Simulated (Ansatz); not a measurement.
# BiB (model cell, started as CsCl type): a soft mode frozen in, part 2 of 2

Aim: this structure of BiB (model cell, started as CsCl type) is to be tested for unstable modes, and one is followed downhill.

Ansatz 0.2.0; DFT r2SCAN, scalar-relativistic, plane waves, PAW.

So far, highest frequency on the path or at a solved wavevector (cm⁻¹): step 2 (response at finite wavevector) 244. Also lowest frequency on the path (cm⁻¹): step 2 -266.

The structure was built from a prototype and need not be the compound's stable phase.

### Step 4. The mode frozen in, largest atomic shift 0.6 Å

The atoms are moved along the unstable eigenvector, the largest shift by 0.6 Å, with the cell fixed.

File input.yaml:

```yaml
crystal:
  lattice:
    - [-3.3489211864, 0.0, 0.0]
    - [0.0, -3.3489211864, -3.3489211864]
    - [0.0, -3.3489211864, 3.3489211864]
  atoms:
    - { symbol: B, position: [-0.1791621739, 0.0, 0.0] }
    - { symbol: B, position: [0.1791621739, 0.5, 0.5] }
    - { symbol: Bi, position: [0.5, 0.0, 0.5] }
    - { symbol: Bi, position: [0.5, 0.5, 0.0] }
kpoints:
  mp_grid: { grid: [12, 10, 10] }
hamiltonian:
  xc: r2scan
scf:
  occupations: { method: methfessel_paxton, width: 0.2 }
output:
  forces: true
  stress: true
  eigenvalues: true
```

On the command line:

```bash
$ ansatz run input.yaml --threads 4 --pin off --max-ram 7168MiB --backend cpu --events-out ev --progress --plain --runs-dir out
```

Numbers of over 12 decimals in the logs are rounded to 6 here.

What it wrote:

```text
[...]
Crystal: 4 atoms, lattice volume = 75.118 Å³
Basis set: ecut = 500 eV, 1901 PW (Γ), exchange–correlation on 100×144×144 points (64 copies of the dense FFT grid, shifted against one another)
Bands: 22, of which v1, the nominal top of the filled ones, is band 18 counted from 1 (17 counted from 0)
Symmetry: 16 space group operations
[...]
k-points: 147 of 1200
[...]
--- Band table (eV; the first three rows and the last of 147) ---
  k-point 0: bands = [... 14 lower, 5.9251, 9.7750, 10.5180, 10.5180, 12.8284, 13.5114, 15.9050, 17.2920]
  k-point 1: bands = [... 14 lower, 6.9184, 9.0273, 10.3273, 11.2350, 12.8912, 13.6414, 15.8247, 17.0571]
  k-point 2: bands = [... 14 lower, 8.0577, 8.2329, 9.8258, 12.0413, 13.0657, 14.0682, 15.6350, 16.4422]
  k-point 146: bands = [... 14 lower, 6.5638, 6.5638, 8.1157, 8.1157, 15.0558, 15.0558, 16.6411, 16.6411]
[key lines of the parts left out:]
SCF converged after 6 iterations
Free energy (F): -25128.850837 eV
Fermi energy:    11.686487 eV
P = ⅓ Tr σ = 2.2455 GPa (22.455 kbar)
```

Wall time 7.9 s (4 threads of Arm Neoverse V1, shared host); peak memory 0.66 GiB; 30 s of CPU time.

This step gave:

```
pressure                         : 2.245 GPa
energy from the undistorted cell : -116.7 meV/atom
```

The energy, extrapolated to zero smearing, is -116.73 meV/atom against the undistorted cell.

The run ends at a pressure of 2.25 GPa, with forces up to 0.36 eV/Å.

### Step 5. Energy along the mode, all amplitudes (two of the runs are shown above)

An imaginary frequency means negative curvature, so the energy should fall and then rise again as anharmonic terms take over.

Numbers from this step:

- depth at the lowest point sampled: 116.7 meV/atom
- largest atomic shift at that point: 0.6 Å

Energy from the parent against largest atomic shift:

```tsv
largest atomic shift (Å)	energy from the parent (meV/atom)
0.000	0
0.040	-0.845
0.080	-3.50
0.140	-10.8
0.220	-25.9
0.320	-50.7
0.450	-84.2
0.600	-117
```

Displacement at unit largest shift by atom:

```tsv
atom	x (Å)	y (Å)	z (Å)	size
B1	1.00	0.00	0.00	1.00
B2	-1.00	0.00	0.00	1.00
Bi3	0.00	0.00	0.00	0.00
Bi4	0.00	0.00	0.00	0.00
```

The lowest of the steps tried is the last one, at 0.6 Å, 117 meV/atom below the parent; the bottom of the well need not coincide with a step.

### Step 6. Relaxing from the distorted cell

Starting from the lowest point found, all atoms and the cell are let go, so that strain and other modes of the same symmetry can join in.

input.yaml: that of step 4 with these lines changed.

```diff
@@ -20 +20,6 @@
   eigenvalues: true
+relax:
+  adjacent_minimum: "off"
+  f_tol: 0.002
+  max_steps: 120
+  cell: { stress_tol: 0.03 }
```

What it wrote:

```text
[...]
Crystal: 4 atoms, lattice volume = 75.118 Å³
Basis set: ecut = 500 eV, 1901 PW (Γ), exchange–correlation on 100×144×144 points (64 copies of the dense FFT grid, shifted against one another)
Bands: 22, of which v1, the nominal top of the filled ones, is band 18 counted from 1 (17 counted from 0)
Symmetry: 16 space group operations
[...]
k-points: 147 of 1200
[...]
SCF iter   1: F=—  HF=-25128.804121 eV  |F-HF|=—  |Δ(HF+E_count)|=         —  Δρ=4.83e-3  dr2=1.63e-2  dr2_τ=3.77e-2  ethr=1.77e-3  ⟨swp⟩=5.0  Hψ=14239  notcnv=0
[...]
SCF iter   6: F=-25128.850837 eV  HF=-25128.850837 eV  |F-HF|=9.22e-9  |Δ(HF+E_count)|=   1.27e-6  S|Δr|=    0.00e0  Δρ=6.48e-6  dr2=3.31e-8  dr2_τ=1.10e-9  ethr=2.78e-10  ⟨swp⟩=5.3  Hψ=19007  notcnv=0
SCF 1 converged in 6 iterations: F = -25128.850837 eV  dr2 = 3.31e-8
[...]
relax step   1: F+E_penalty+E_count = -25128.85083657 eV  Δ(F+E_penalty+E_count) = +0.000e0 eV  max|allowed force component| = 3.603e-1 eV/Å  Δτ_max = 0.0000 Å  P = +2.245 GPa  Ω = 75.118 Å³  (6 SCF iters, dr2 threshold 1.00e-7 eV, accepted)
Crystal: 4 atoms, lattice volume = 80.886 Å³
Basis set: ecut = 500 eV, 2029 PW (Γ), exchange–correlation on 100×144×144 points (64 copies of the dense FFT grid, shifted against one another)
[...]
SCF iter   7: F=-25128.998557 eV  HF=-25128.998557 eV  |F-HF|=6.93e-8  |Δ(HF+E_count)|=   1.11e-6  S|Δr|=    0.00e0  Δρ=1.06e-5  dr2=1.12e-7  dr2_τ=3.48e-9  ethr=1.11e-9  ⟨swp⟩=7.0  Hψ=16944  notcnv=0
SCF 2 converged in 7 iterations: F = -25128.998557 eV  dr2 = 1.12e-7
[...]
relax step   2: F+E_penalty+E_count = -25128.99855688 eV  Δ(F+E_penalty+E_count) = -1.477e-1 eV  max|allowed force component| = 2.934e-1 eV/Å  Δτ_max = 0.1940 Å  P = -1.995 GPa  Ω = 80.886 Å³  energy of the carried Pulay correction = -8.605e-4 eV  (7 SCF iters, dr2 threshold 4.00e-7 eV, accepted)
Crystal: 4 atoms, lattice volume = 80.265 Å³
Basis set: ecut = 500 eV, 2023 PW (Γ), exchange–correlation on 100×144×144 points (64 copies of the dense FFT grid, shifted against one another)
[...]
SCF iter   6: F=-25129.044556 eV  HF=-25129.044556 eV  |F-HF|=1.65e-7  |Δ(HF+E_count)|=   3.74e-7  S|Δr|=    0.00e0  Δρ=1.44e-5  dr2=1.26e-7  dr2_τ=2.37e-9  ethr=1.11e-9  ⟨swp⟩=7.0  Hψ=16966  notcnv=0
SCF 3 converged in 6 iterations: F = -25129.044556 eV  dr2 = 1.26e-7
relax step   3: F+E_penalty+E_count = -25129.04455615 eV  Δ(F+E_penalty+E_count) = -4.600e-2 eV  max|allowed force component| = 2.104e-1 eV/Å  Δτ_max = 0.1121 Å  P = -1.507 GPa  Ω = 80.265 Å³  energy of the carried Pulay correction = -7.710e-4 eV  (6 SCF iters, dr2 threshold 4.00e-7 eV, accepted)
[... from here on, the SCF cycles and remarks between the steps are left out ...]
relax step   4: F+E_penalty+E_count = -25129.07996355 eV  Δ(F+E_penalty+E_count) = -3.541e-2 eV  max|allowed force component| = 1.340e-1 eV/Å  Δτ_max = 0.0915 Å  P = -0.772 GPa  Ω = 80.412 Å³  energy of the carried Pulay correction = -7.923e-4 eV  (6 SCF iters, dr2 threshold 4.00e-7 eV, accepted)
relax step   5: F+E_penalty+E_count = -25129.11283689 eV  Δ(F+E_penalty+E_count) = -3.287e-2 eV  max|allowed force component| = 3.940e-2 eV/Å  Δτ_max = 0.1963 Å  P = +0.369 GPa  Ω = 80.692 Å³  energy of the carried Pulay correction = -8.326e-4 eV  (7 SCF iters, dr2 threshold 4.00e-7 eV, accepted)
relax step   6: F+E_penalty+E_count = -25129.12067516 eV  Δ(F+E_penalty+E_count) = -7.838e-3 eV  max|allowed force component| = 3.048e-2 eV/Å  Δτ_max = 0.2000 Å  P = -0.148 GPa  Ω = 81.963 Å³  energy of the carried Pulay correction = -1.014e-3 eV  (6 SCF iters, dr2 threshold 4.00e-7 eV, accepted)
relax step   7: F+E_penalty+E_count = -25129.12340867 eV  Δ(F+E_penalty+E_count) = -2.734e-3 eV  max|allowed force component| = 8.285e-3 eV/Å  Δτ_max = 0.0401 Å  P = +0.095 GPa  Ω = 81.314 Å³  energy of the carried Pulay correction = -9.219e-4 eV  (5 SCF iters, dr2 threshold 4.00e-7 eV, accepted)
relax step   8: F+E_penalty+E_count = -25129.12350986 eV  Δ(F+E_penalty+E_count) = -1.012e-4 eV  max|allowed force component| = 1.032e-3 eV/Å  Δτ_max = 0.0141 Å  P = +0.017 GPa  Ω = 81.329 Å³  energy of the carried Pulay correction = -9.240e-4 eV  (5 SCF iters, dr2 threshold 6.33e-8 eV, accepted)
relax step   9: F+E_penalty+E_count = -25129.12351034 eV  Δ(F+E_penalty+E_count) = -4.771e-7 eV  max|allowed force component| = 3.969e-6 eV/Å  Δτ_max = 0.0027 Å  P = +0.003 GPa  Ω = 81.356 Å³  energy of the carried Pulay correction = -9.279e-4 eV  (7 SCF iters, accepted)
relax step  10: F+E_penalty+E_count = -25129.12546081 eV  Δ(F+E_penalty+E_count) = -1.950e-3 eV  max|allowed force component| = 5.933e-5 eV/Å  Δτ_max = 0.0000 Å  P = +0.024 GPa  Ω = 81.356 Å³  stress off target by 3.40e-2 GPa  SCF on the basis re-selected at this cell (its energy is not comparable with the rows above)  (7 SCF iters)
relax step  11: F+E_penalty+E_count = -25129.12545990 eV  Δ(F+E_penalty+E_count) = +9.159e-7 eV  max|allowed force component| = 6.338e-5 eV/Å  Δτ_max = 0.0018 Å  P = +0.001 GPa  Ω = 81.382 Å³  energy of the carried Pulay correction = -4.429e-6 eV  (5 SCF iters, dr2 threshold 2.89e-9 eV, accepted)
[...]
SCF iter   4: F=-25129.125464 eV  HF=-25129.125464 eV  |F-HF|=1.82e-11  |Δ(HF+E_count)|=  1.35e-10  S|Δr|=    0.00e0  Δρ=6.01e-8  dr2=3.69e-12  dr2_τ=5.24e-14  ethr=1.00e-12  ⟨swp⟩=5.6  Hψ=17890  notcnv=0
SCF 12 converged in 4 iterations: F = -25129.125464 eV  dr2 = 3.69e-12
relax step  12: F+E_penalty+E_count = -25129.12546400 eV  Δ(F+E_penalty+E_count) = -4.100e-6 eV  max|allowed force component| = 5.769e-5 eV/Å  Δτ_max = 0.0000 Å  P = +0.001 GPa  Ω = 81.382 Å³  stress off target by 1.03e-3 GPa  SCF on the basis re-selected at this cell (its energy is not comparable with the rows above)  (4 SCF iters)
[...]
SCF converged after 4 iterations
[...]
Free energy (F): -25129.125464 eV
[...]
Internal energy: -25129.130926 eV  (E = F + TS)
E sigma→0 (E₀):  -25129.126829 eV
Entropy (-TS):   0.005462 eV (1.365 meV/atom)
Fermi energy:    10.406568 eV
[...]
--- Forces (eV/Å), atoms counted from 1 ---
  atom   1  B     -0.00005769     0.00000000    -0.00000000
  atom   2  B      0.00005769    -0.00000000     0.00000000
  atom   3  Bi     0.00000000    -0.00000000    -0.00000000
  atom   4  Bi     0.00000000     0.00000000     0.00000000
  max |Σ_I F_I| component: 4.55e-18 eV/Å
--- Stress (GPa, compression-positive) ---
        0.000777      -0.000000      -0.000000
       -0.000000       0.001025      -0.000000
       -0.000000      -0.000000       0.001025
  P = ⅓ Tr σ = 0.0009 GPa (0.009 kbar)
--- Band table (eV; the first three rows and the last of 147) ---
  k-point 0: bands = [... 14 lower, 4.5300, 8.0641, 8.2848, 8.2848, 11.9084, 13.5876, 16.0411, 16.8605]
  k-point 1: bands = [... 14 lower, 5.4552, 7.0709, 8.1374, 9.3890, 11.9661, 13.5884, 16.1877, 16.6847]
  k-point 2: bands = [... 14 lower, 6.0986, 6.6777, 7.7433, 10.6820, 12.1354, 13.5681, 16.0853, 16.5592]
  k-point 146: bands = [... 14 lower, 6.3544, 6.3544, 8.5783, 8.5783, 12.6089, 12.6089, 14.3083, 14.3083]
--- Relaxed structure (10 steps of the walk, 10 accepted, 2 SCFs on fresh bases) ---
  F+E_penalty+E_count = -25129.12546400 eV   max|allowed force component| = 5.769e-5 eV/Å   (the final SCF, on the basis selected at the relaxed cell)
  cell:  # Å, volume = 81.3820 Å³
    - [-3.204271, 0, 0]
    - [0, -3.563563, -3.563563]
    - [0, -3.563563, 3.563563]
  atoms:
    - { symbol: B, position: [-0.401406, 0, 0] }
    - { symbol: B, position: [0.401406, 0.5, 0.5] }
    - { symbol: Bi, position: [0.500000, 0.0, 0.5] }
    - { symbol: Bi, position: [0.500000, 0.5, 0.0] }
```

The job ended after 1.7 min (4 threads; peak memory 0.75 GiB).

The steps of the relaxation:

```tsv
step	energy less that of the first step (eV)	largest force component (eV/Å)	pressure (GPa)	volume (Å³)
1	0.0000	0.3603	2.25	75.12
2	-0.1477	0.2934	-2.00	80.89
3	-0.1937	0.2104	-1.51	80.27
4	-0.2291	0.1340	-0.77	80.41
5	-0.2620	0.0394	0.37	80.69
6	-0.2698	0.0305	-0.15	81.96
7	-0.2726	0.0083	0.09	81.31
8	-0.2727	0.0010	0.02	81.33
9	-0.2727	0.0000	0.00	81.36
10*	-0.2746	0.0001	0.02	81.36
11	-0.2746	0.0001	0.00	81.38
12*	-0.2746	0.0001	0.00	81.38
```

Relaxation steps marked * repeat the geometry before them on a plane-wave basis chosen anew for their cell, so energy and pressure can jump there.

The run keeps the 16 symmetry operations that it works with, so distortions that break them were not tested.

```tsv
cell as run	before	after	change
a (Å)	3.349	3.204	-4.3 %
b (Å)	4.736	5.040	+6.4 %
c (Å)	4.736	5.040	+6.4 %
volume (Å³/atom)	18.78	20.35	+8.3 %
```

The atoms that moved most (Å, as changes of fractional coordinates times the final cell):

```tsv
atom	dx	dy	dz	length
B1	0.712	0.000	0.000	0.712
B2	-0.712	0.000	0.000	0.712
```

The relaxed structure:

```xyz
4
Lattice="-3.2043 0.0000 0.0000 0.0000 -3.5636 -3.5636 0.0000 -3.5636 3.5636" Properties=species:S:1:pos:R:3 pbc="T T T"
B     1.2862    0.0000    0.0000
B    -1.2862   -3.5636    0.0000
Bi   -1.6021   -1.7818    1.7818
Bi   -1.6021   -1.7818   -1.7818
```

This step gave:

| Property | Result |
| --- | --- |
| pressure | 9.42e-4 GPa |
| volume per atom | 20.35 Å³ |

The distorted start has space group P4/nmm; the relaxation ends in P4/nmm.

### Step 7. The new phase in its own primitive cell

The relaxed structure is symmetrised, reduced to its primitive cell and relaxed tightly, as its phonons need.

input.yaml, the sections that differ from step 6:

```yaml
crystal:
  lattice:
    - [5.0396396139, 0.0, 0.0]
    - [0.0, 5.0396396139, 0.0]
    - [0.0, 0.0, 3.2042713207]
  atoms:
    - { symbol: B, position: [0.0, 0.5, 0.5985937905] }
    - { symbol: B, position: [0.5, 0.0, 0.4014062095] }
    - { symbol: Bi, position: [0.0, 0.0, 0.5] }
    - { symbol: Bi, position: [0.5, 0.5, 0.5] }
kpoints:
  mp_grid: { grid: [8, 8, 14] }
relax:
  adjacent_minimum: "off"
  f_tol: 0.001
  max_steps: 60
  cell: { stress_tol: 0.01 }
# hamiltonian, scf, output: as in step 6
```

What it wrote:

```text
[...]
Crystal: 4 atoms, lattice volume = 81.382 Å³
Basis set: ecut = 500 eV, 2047 PW (Γ), exchange–correlation on 160×160×96 points (64 copies of the dense FFT grid, shifted against one another)
Bands: 22, of which v1, the nominal top of the filled ones, is band 18 counted from 1 (17 counted from 0)
Symmetry: 16 space group operations
[...]
k-points: 120 of 896
[...]
--- Relaxed structure (5 steps of the walk, 5 accepted, 1 SCFs on fresh bases) ---
[...]
cell:  # Å, volume = 81.1038 Å³
    - [5.061611, 0, 0.0]
    - [0, 5.061611, 0.0]
    - [0.0, 0.0, 3.165658]
  atoms:
    - { symbol: B, position: [0, 0.5, 0.601085] }
    - { symbol: B, position: [0.5, 0, 0.398915] }
    - { symbol: Bi, position: [0, 0.0, 0.5] }
    - { symbol: Bi, position: [0.5, 0.5, 0.5] }
[key lines of the parts left out:]
SCF converged after 6 iterations
Free energy (F): -25129.097241 eV
Fermi energy:    10.408329 eV
P = ⅓ Tr σ = -0.0019 GPa (-0.019 kbar)
```

It took 43 s on 4 threads; peak memory 0.73 GiB; 2.8 min of CPU time.

Step by step:

```tsv
step	energy less that of the first step (eV)	largest force component (eV/Å)	pressure (GPa)	volume (Å³)
1	0.0000	0.0157	0.17	81.38
2	-0.0030	0.0040	0.21	80.68
3	-0.0036	0.0026	-0.23	81.42
4	-0.0038	0.0019	0.05	81.06
5	-0.0038	0.0000	0.00	81.10
6*	-0.0038	0.0000	0.00	81.10
```

Relaxation steps marked * repeat the geometry before them on a plane-wave basis chosen anew for their cell, so energy and pressure can jump there.

Forces are held to the 16 operations that the run works with; a distortion that breaks them can't arise in this run.

```tsv
conventional cell, symmetrised	before	after	change
a (Å)	5.040	5.062	+0.4 %
b (Å)	5.040	5.062	+0.4 %
c (Å)	3.204	3.166	-1.2 %
volume (Å³/atom)	20.35	20.28	-0.3 %
```

Final coordinates:

```xyz
4
Lattice="5.0616 0.0000 0.0000 0.0000 5.0616 0.0000 0.0000 0.0000 3.1657" Properties=species:S:1:pos:R:3 pbc="T T T"
B     0.0000    2.5308    1.9028
B     2.5308    0.0000    1.2628
Bi    0.0000    0.0000    1.5828
Bi    2.5308    2.5308    1.5828
```

Numbers from this step:

| Quantity | Value |
| --- | --- |
| pressure | -0.001940 GPa |
| volume per atom | 20.28 Å³ |

The largest force component left is 0.028 meV/Å and the pressure is -0.002 GPa, within the tolerances set. The cell now holds 20.28 Å³/atom.

### Step 8. Modes of the new phase, k-mesh 8×8×14

A relaxed structure may still be a saddle point, so its zone-centre modes are computed. No field response is asked, since the mesh shows no gap.

input.yaml, the sections that differ from step 7:

```yaml
crystal:
  lattice:
    - [5.0616105789, 0.0, 0.0]
    - [0.0, 5.0616105789, 0.0]
    - [0.0, 0.0, 3.1656577804]
  atoms:
    - { symbol: B, position: [0.0, 0.5, 0.6010847982] }
    - { symbol: B, position: [0.5, 0.0, 0.3989152018] }
    - { symbol: Bi, position: [0.0, 0.0, 0.5] }
    - { symbol: Bi, position: [0.5, 0.5, 0.5] }
output:
  eigenvalues: true
phonons:
  method: dfpt
# kpoints, hamiltonian, scf: as in step 7
# relax: removed
```

What it wrote:

```text
[...]
Crystal: 4 atoms, lattice volume = 81.104 Å³
Basis set: ecut = 500 eV, 2079 PW (Γ), exchange–correlation on 200×200×120 points (125 copies of the dense FFT grid, shifted against one another)
Bands: 22, of which v1, the nominal top of the filled ones, is band 18 counted from 1 (17 counted from 0)
Symmetry: 16 space group operations
k-points: 290 of 896 (irreducible under 2 space group operations, time reversal used)
[...]
SCF iter   1: F=—  HF=-25129.056959 eV  |F-HF|=—  |Δ(HF+E_count)|=         —  Δρ=4.65e-3  dr2=1.77e-2  dr2_τ=3.99e-2  ethr=1.77e-3  ⟨swp⟩=5.2  Hψ=29036  notcnv=0
[...]
SCF iter   9: F=-25129.097243 eV  HF=-25129.097243 eV  |F-HF|=7.28e-12  |Δ(HF+E_count)|=  9.46e-11  S|Δr|=    0.00e0  Δρ=9.66e-8  dr2=7.54e-12  dr2_τ=1.58e-13  ethr=1.00e-12  ⟨swp⟩=7.3  Hψ=33489  notcnv=0
SCF 1 converged in 9 iterations: F = -25129.097243 eV  dr2 = 7.54e-12
[...]
SCF converged after 9 iterations
[...]
Free energy (F): -25129.097243 eV
[...]
Internal energy: -25129.093465 eV  (E = F + TS)
E sigma→0 (E₀):  -25129.096299 eV
Entropy (-TS):   -0.003779 eV (-0.945 meV/atom)
Fermi energy:    10.408328 eV
Step filling:    the computed levels leave a gap of 0.0000 eV = 0.0 smearing widths at the electron count; against every level under it full and every level over it empty, smearing changes F+E_penalty+E_count by -1.515 meV and its σ→0 estimate by -0.571 meV
[...]
--- Band table (eV; the first three rows and the last of 290) ---
  k-point 0: bands = [... 14 lower, 4.5883, 7.9617, 8.3021, 8.3021, 12.2462, 13.8121, 16.0145, 17.1878]
  k-point 1: bands = [... 14 lower, 4.6492, 8.0139, 8.3531, 8.3531, 11.4953, 13.7512, 16.0766, 16.3019]
  k-point 2: bands = [... 14 lower, 4.8258, 8.1687, 8.4990, 8.4990, 10.0475, 13.2118, 14.4981, 16.2629]
  k-point 289: bands = [... 14 lower, 6.3146, 6.3146, 8.5942, 8.5942, 12.6724, 12.6724, 14.3513, 14.3513]
[...]
ASR residual: 1.720e-4 → 0.000e0 eV/Å²; symmetrization residual: 5.560e-6 eV/Å²
  ASR residual per site (eV/Å²): 1.72e-4 1.72e-4 2.83e-5 2.83e-5
  Γ frequencies (cm⁻¹): -32.92 -32.76 0.00 0.00 0.00 96.04 96.04 127.21 303.93 303.93 311.26 311.26
  non-analytic LO–TO correction: not included (Born effective charges unavailable; polar crystals: no LO–TO splitting at Γ)
```

It took 5.2 min on 4 threads; peak memory 3.3 GiB.

Numbers from this step:

```
sum-rule residual before enforcement                    : 1.72e-4 eV/Å²
point group                                             : 4/mmm
highest optical mode at the zone centre (no LO-TO term) : 311.3 cm⁻¹
lowest optical zone-centre mode                         : -32.92 cm⁻¹
```

Patterns of degenerate modes are one choice out of their space. The modes at Γ (shares of kinetic energy by element, %) (negative means imaginary):

```tsv
mode	frequency (cm⁻¹)	symmetry	B %	Bi %
1	-32.9	B1g	0	100
2	-32.8	A1g	100	0
3	0.0	acoustic	5	95
4	0.0	acoustic	5	95
5	0.0	acoustic	5	95
6	96.0	Eg	2	98
7	96.0	Eg	2	98
8	127.2	A2u	95	5
9	303.9	Eu	95	5
10	303.9	Eu	95	5
11	311.3	Eg	98	2
12	311.3	Eg	98	2
```

Displacements in mode 1 (-32.9 cm⁻¹), the largest set to 1:
```
B1   0.00  0.00  0.00
B2   0.00  0.00  0.00
Bi3  0.00  0.00 -1.00
Bi4  0.00  0.00  1.00
```

Displacements in mode 9 (303.9 cm⁻¹), the largest set to 1:
```
B1   0.00  1.00  0.00
B2   0.00  1.00  0.00
Bi3  0.00 -0.05  0.00
Bi4  0.00 -0.05  0.00
```

Before it was imposed, the acoustic sum rule was missed by 1.7e-4 eV/Å². Small misses are needed for a sound result but don't prove that mesh and cutoff are converged. The lowest optical mode is imaginary, 32.9i cm⁻¹, so the energy falls along it.

### Step 9. Summary of results

| Quantity | Value |
| --- | --- |
| unstable mode of the parent | q = (0, -0.5, -0.5), 266i cm⁻¹ |
| depth at the lowest point sampled | 117 meV/atom |
| largest atomic shift at that point | 0.6 Å |
| space group reached (within 0.01 Å) | P4/nmm |
| energy gained over the parent (first relaxation, on the mesh of the frozen mode) | 186 meV/atom |
| volume per atom, phase reached | 20.3 Å³ |
| lowest optical zone-centre mode, phase reached | -32.9 cm⁻¹ |
| highest optical mode at the zone centre (no LO-TO term), phase reached | 311 cm⁻¹ |

In words: Along this mode the structure falls into P4/nmm, 186 meV/atom below the parent. At the parent's cell the well is 116.7 meV/atom deep on the steps tried, with its lowest point at a shift of 0.6 Å. That is the last step tried, so the steps alone don't bracket the bottom of the well. Relaxing atoms and cell changes the gain by +68.97 meV/atom against the lowest step (energies at zero smearing). The new phase still has an imaginary mode at the zone centre of its cell, so it is a saddle point on the way to a lower structure. Of the 2 patterns followed to their end from this parent, this one ends 528 meV/atom above the lowest, Cmcm. Each path keeps the symmetry of its pattern, so a lower phase may lie along a pattern not tried. With no gap, or one that is small against the smearing, the frequencies hang on the k mesh and the smearing, most of all near Kohn anomalies. Spin-orbit coupling is left out, which can matter for the heavy elements here. A phonon run warned that its eigensolver left some bands unconverged in a pass. The starting cell was built on a prototype and not taken from a measurement, so the phase need not exist.

[Logs are printed without paths, hosts, clocks, repeated set-up lines and the standing remarks that a program may print on its own settings, such as how far it seeks lower states.]

[Hosts, paths, dates, database ids (printed as entryN), source tags and the programs' standing remarks are cut or masked in the printed files.]
